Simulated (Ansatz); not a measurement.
# ZnCd, from a guessed structure to a relaxed one, part 2 of 2

Starting from a made-up structure for ZnCd, the aim is the relaxed cell, its shortest contacts and, where a second run follows, its electronic structure.

Ansatz 0.2.0; DFT, PBE, plane-wave PAW, files of the set soft_1, scalar-relativistic, no spin, cell and ions relaxed at zero pressure; PAW set soft_1 (the session's first sound run).

So far: The starting structure; Relaxing cell and atoms. The relaxed cell has a = 3.396 Å (conventional setting).

## Step 3: Bands of the relaxed cell

A second self-consistent run takes a narrower smearing and the mesh shown in its input; the bands follow along the standard path of the relaxed lattice.

This step: DFT, PBE, plane-wave PAW, files of the set soft_1, scalar-relativistic, no spin, bands and density of states at the relaxed cell; PAW set soft_1 (Ansatz 0.2.0).

Contents of input.yaml:

```yaml
crystal:
  lattice:
    - [3.3963119654, 0.0, 0.0]
    - [0.0, 3.3963119654, 0.0]
    - [0.0, 0.0, 3.3963119654]
  atoms:
    - { symbol: Cd, position: [0.5, 0.5, 0.5] }
    - { symbol: Zn, position: [0.0, 0.0, 0.0] }
kpoints:
  mp_grid: { grid: [10, 10, 10] }
  band_path:
    path:
      - [[0.0, 0.0, 0.0], [0.0, 0.5, 0.0], [0.5, 0.5, 0.0], [0.0, 0.0, 0.0], [0.5, 0.5, 0.5], [0.0, 0.5, 0.0]]
      - [[0.5, 0.5, 0.0], [0.5, 0.5, 0.5]]
    npoints: 13
scf:
  occupations: { method: fermi_dirac, width: 0.03 }
  n_extra_bands: 6
hamiltonian:
  xc: pbe
  pseudopotentials: { kind: paw, azcp: { folder: soft_1 } }
output:
  forces: true
  stress: true
  write_bands: true
  dos: { projected: true }
  write_density: true
  write_potential: true
  elf: true
  volumetric_format: npy
```

On the command line:

```sh
ansatz run input.yaml --threads 4 --pin off --max-ram 8192MiB --backend cpu --events-out ev --progress --plain --runs-dir out
```

Numbers of over 12 decimals in the logs are rounded to 6 here.

Log:

```text
[...]
Crystal: 2 atoms, lattice volume = 39.176 Å³
Basis set: ecut = 420 eV, 751 PW (Γ), exchange–correlation on 48×48×48 points (8 copies of the dense FFT grid, shifted against one another)
Bands: 22, of which v1, the nominal top of the filled ones, is band 16 counted from 1 (15 counted from 0)
Symmetry: 48 space group operations
[...]
k-points: 56 of 1000
[...]
SCF iter   1: F=—  HF=-11573.424665 eV  |F-HF|=—  |Δ(HF+E_count)|=         —  Δρ=3.03e-2  dr2=4.22e-1  ethr=3.10e-3  ⟨swp⟩=5.5  Hψ=5515  notcnv=0
[...]
SCF iter   8: F=-11573.310068 eV  HF=-11573.310068 eV  |F-HF|=3.86e-8  |Δ(HF+E_count)|=   9.03e-8  Δρ=1.68e-5  dr2=6.62e-8  ethr=3.13e-10  ⟨swp⟩=10.6  Hψ=8030  notcnv=0
SCF 1 converged in 8 iterations: F = -11573.310068 eV  dr2 = 6.62e-8
[...]
NSCF: frozen V_eff on 80 k-points
SCF converged after 8 iterations
Free energy (F): -11573.310068 eV
[...]
Internal energy: -11573.306673 eV  (E = F + TS)
E sigma→0 (E₀):  -11573.308371 eV
Entropy (-TS):   -0.003395 eV (-1.697 meV/atom)
Fermi energy:    12.176945 eV
[...]
--- Stress (GPa, compression-positive) ---
       -0.068134       0.000000       0.000000
        0.000000      -0.068134       0.000000
        0.000000       0.000000      -0.068134
  P = ⅓ Tr σ = -0.0681 GPa (-0.681 kbar)
--- Band table (eV; the first three rows and the last of 56) ---
  k-point 0: bands = [... 12 lower, 5.0462, 5.0462, 5.0462, 15.7899, 15.7899, 15.7899, 18.0347, 20.2780, ... 2 higher]
  k-point 1: bands = [... 12 lower, 5.0244, 5.0244, 5.0372, 14.4119, 15.9846, 15.9846, 18.6113, 20.3451, ... 2 higher]
  k-point 2: bands = [... 12 lower, 4.9694, 4.9694, 5.0131, 12.3128, 16.5536, 16.5536, 19.0485, 20.5461, ... 2 higher]
  k-point 55: bands = [... 12 lower, 5.0577, 5.0577, 12.4315, 14.2635, 14.3354, 14.3354, 14.3354, 14.5457, ... 2 higher]
```

Elapsed: 1.2 s, on 4 threads of Arm Neoverse V2, shared host; peak memory 0.34 GiB.

Numbers from this step:

| Quantity | Value |
| --- | --- |
| free energy | -11573.3101 eV |
| energy at zero smearing | -11573.3084 eV |
| smearing term TS | 0.003395 eV |
| Fermi energy | 12.18 eV |
| pressure | -0.06813 GPa |

bands.tsv at the labelled points (eV, zero at the Fermi level; the bands that come nearest the Fermi level along the path):

```
point  band 13  band 14  band 15  band 16  band 17  band 18  band 19  band 20
    Γ    -7.13    -7.13    -7.13     3.61     3.61     3.61     5.86     8.10
    X    -7.34    -7.23    -5.44    -5.08     7.67     7.67     8.22     8.22
    M    -7.10    -7.10    -2.17    -2.17    -1.27    -0.80     8.68    10.68
    Γ    -7.13    -7.13    -7.13     3.61     3.61     3.61     5.86     8.10
    R    -7.12    -7.12     0.25     2.09     2.16     2.16     2.16     2.37
    X    -7.34    -7.23    -5.44    -5.08     7.67     7.67     8.22     8.22
    M    -7.10    -7.10    -2.17    -2.17    -1.27    -0.80     8.68    10.68
    R    -7.12    -7.12     0.25     2.09     2.16     2.16     2.16     2.37
```

States per cell as run, both spins, in windows of 1 eV, from dos.tsv (zero at the Fermi level):

```
from  to  total
  -8  -7  10.12
  -7  -6   0.42
  -6  -5   0.42
  -5  -4   0.45
  -4  -3   0.53
  -3  -2   0.65
  -2  -1   0.58
  -1   0   0.62
   0   1   0.77
   1   2   0.81
```

Below -8 eV lie 18.2 more states.

Electrostatic potential energy in the ac plane at fractional y = 0.000, with atoms of Zn within 0.2 Å of it. With pseudopotentials it is smooth inside the atoms' cores, unlike the true potential.

Ten even steps from '_' (-55 eV) to '@' (14 eV):
```
____..--**%%@@@@@@@@@@@@%%**--..__
__..::++##@@@@@@@@@@@@@@@@##++::..
----++**%%@@@@@@@@@@@@@@@@%%**++--
****##%%@@@@@@@@@@@@@@@@@@@@%%##**
%%%%@@@@@@@@@@@@@@@@@@@@@@@@@@@@%%
@@@@@@@@@@@@@@@@@@@@@@@@@@@@@@@@@@
@@@@@@@@@@@@@@@@@@@@@@@@@@@@@@@@@@
@@@@@@@@@@@@@@@@@@@@@@@@@@@@@@@@@@
@@@@@@@@@@@@@@@@@@@@@@@@@@@@@@@@@@
@@@@@@@@@@@@@@@@@@@@@@@@@@@@@@@@@@
@@@@@@@@@@@@@@@@@@@@@@@@@@@@@@@@@@
%%%%@@@@@@@@@@@@@@@@@@@@@@@@@@@@%%
****##%%@@@@@@@@@@@@@@@@@@@@%%##**
----++**%%@@@@@@@@@@@@@@@@%%**++--
__..::++##@@@@@@@@@@@@@@@@##++::..
____..--**%%@@@@@@@@@@@@%%**--..__
______--**%%@@@@@@@@@@@@%%**--____
```
Columns run along a (3.4 Å; values clipped at the 3rd and 97th percentile), rows up along c (3.4 Å). Atoms in or near the plane, at fractional coordinates: Zn at (0.00, 0.00).

ELF in the ac plane at fractional y = 0.000, with atoms of Zn within 0.2 Å of it. It is the smooth field of the valence electrons, not physical close to the nuclei.

Values, 14 rows by 14 columns, each cell a mean:
```
0.00 0.01 0.05 0.15 0.19 0.22 0.24 0.23 0.24 0.21 0.19 0.13 0.04 0.00
0.03 0.05 0.11 0.18 0.20 0.24 0.24 0.23 0.25 0.23 0.20 0.17 0.10 0.04
0.12 0.14 0.17 0.20 0.23 0.26 0.25 0.24 0.25 0.25 0.22 0.19 0.17 0.13
0.18 0.19 0.20 0.23 0.26 0.26 0.24 0.23 0.24 0.26 0.25 0.22 0.20 0.19
0.21 0.22 0.24 0.26 0.26 0.24 0.22 0.21 0.22 0.24 0.26 0.25 0.23 0.21
0.24 0.24 0.25 0.25 0.24 0.22 0.20 0.19 0.20 0.22 0.24 0.25 0.25 0.24
0.22 0.23 0.24 0.24 0.23 0.21 0.19 0.19 0.19 0.21 0.23 0.24 0.23 0.23
0.23 0.24 0.24 0.25 0.23 0.21 0.20 0.19 0.20 0.22 0.24 0.25 0.24 0.24
0.22 0.22 0.24 0.26 0.25 0.23 0.21 0.21 0.22 0.24 0.26 0.26 0.24 0.22
0.19 0.19 0.20 0.23 0.26 0.25 0.23 0.23 0.24 0.26 0.26 0.23 0.20 0.19
0.13 0.15 0.18 0.20 0.23 0.26 0.25 0.24 0.25 0.26 0.23 0.20 0.18 0.15
0.04 0.06 0.12 0.18 0.20 0.24 0.24 0.24 0.25 0.24 0.20 0.17 0.11 0.05
0.00 0.01 0.06 0.15 0.19 0.22 0.24 0.23 0.24 0.22 0.19 0.14 0.05 0.01
0.00 0.00 0.04 0.13 0.19 0.22 0.23 0.22 0.24 0.21 0.18 0.12 0.03 0.00
```
Columns run along a (3.4 Å), rows up along c (3.4 Å). Atoms in or near the plane, at fractional coordinates: Zn at (0.00, 0.00).

Valence density in the ac plane at fractional y = 0.000, with atoms of Zn within 0.2 Å of it. It is the smooth field of the valence electrons, not physical close to the nuclei.

Values in e/Å³, 14 rows by 14 columns, each cell a mean:
```
25 13  3  1  0  0  0  0  0  0  0  1  4 15
 6  4  1  1  0  0  0  0  0  0  0  1  2  4
 1  1  1  0  0  0  0  0  0  0  0  0  1  1
 0  0  0  0  0  0  0  0  0  0  0  0  0  0
 0  0  0  0  0  0  0  0  0  0  0  0  0  0
 0  0  0  0  0  0  0  0  0  0  0  0  0  0
 0  0  0  0  0  0  0  0  0  0  0  0  0  0
 0  0  0  0  0  0  0  0  0  0  0  0  0  0
 0  0  0  0  0  0  0  0  0  0  0  0  0  0
 0  0  0  0  0  0  0  0  0  0  0  0  0  0
 1  1  0  0  0  0  0  0  0  0  0  0  1  1
 5  3  1  0  0  0  0  0  0  0  0  1  1  3
21 11  3  1  0  0  0  0  0  0  0  1  4 13
41 21  5  1  0  0  0  0  0  0  0  1  6 25
```
Columns run along a (3.4 Å), rows up along c (3.4 Å). Atoms in or near the plane, at fractional coordinates: Zn at (0.00, 0.00).

## Step 4: Results

| Item | Value |
| --- | --- |
| space group, relaxed | Pm-3m |
| conventional cell | a = 3.396, b = 3.396, c = 3.396 Å; α = 90.0°, β = 90.0°, γ = 90.0° |
| volume per atom | 19.59 Å³ (guess 16.74) |

What this shows: ZnCd relaxes to Pm-3m with a = 3.396, b = 3.396 and c = 3.396 Å. The guessed volume was 15 % too small. The space group Pm-3m was held in the relaxation, so the end point is a stationary structure within it and may be a saddle against distortions or other arrangements. Bands cross the Fermi level, so it is a metal or semimetal at this level. On the 10×10×10 mesh with the narrower smearing (relaxed on 8×8×8) the forces vanish, as symmetry may demand, and the largest stress component is 0.068 GPa, against the relaxation's thresholds of 0.015 eV/Å and 0.05 GPa. The cutoff wasn't tested. No dispersion term is used, so weakly bound directions may come out too long. Nothing here tests whether the compound is stable against decomposition.

[Logs are printed without paths, hosts, clocks, repeated set-up lines and the standing remarks that a program may print on its own settings, such as how far it seeks lower states.]

[Hosts, paths, dates, database ids (printed as entryN), source tags and the programs' standing remarks are cut or masked in the printed files.]
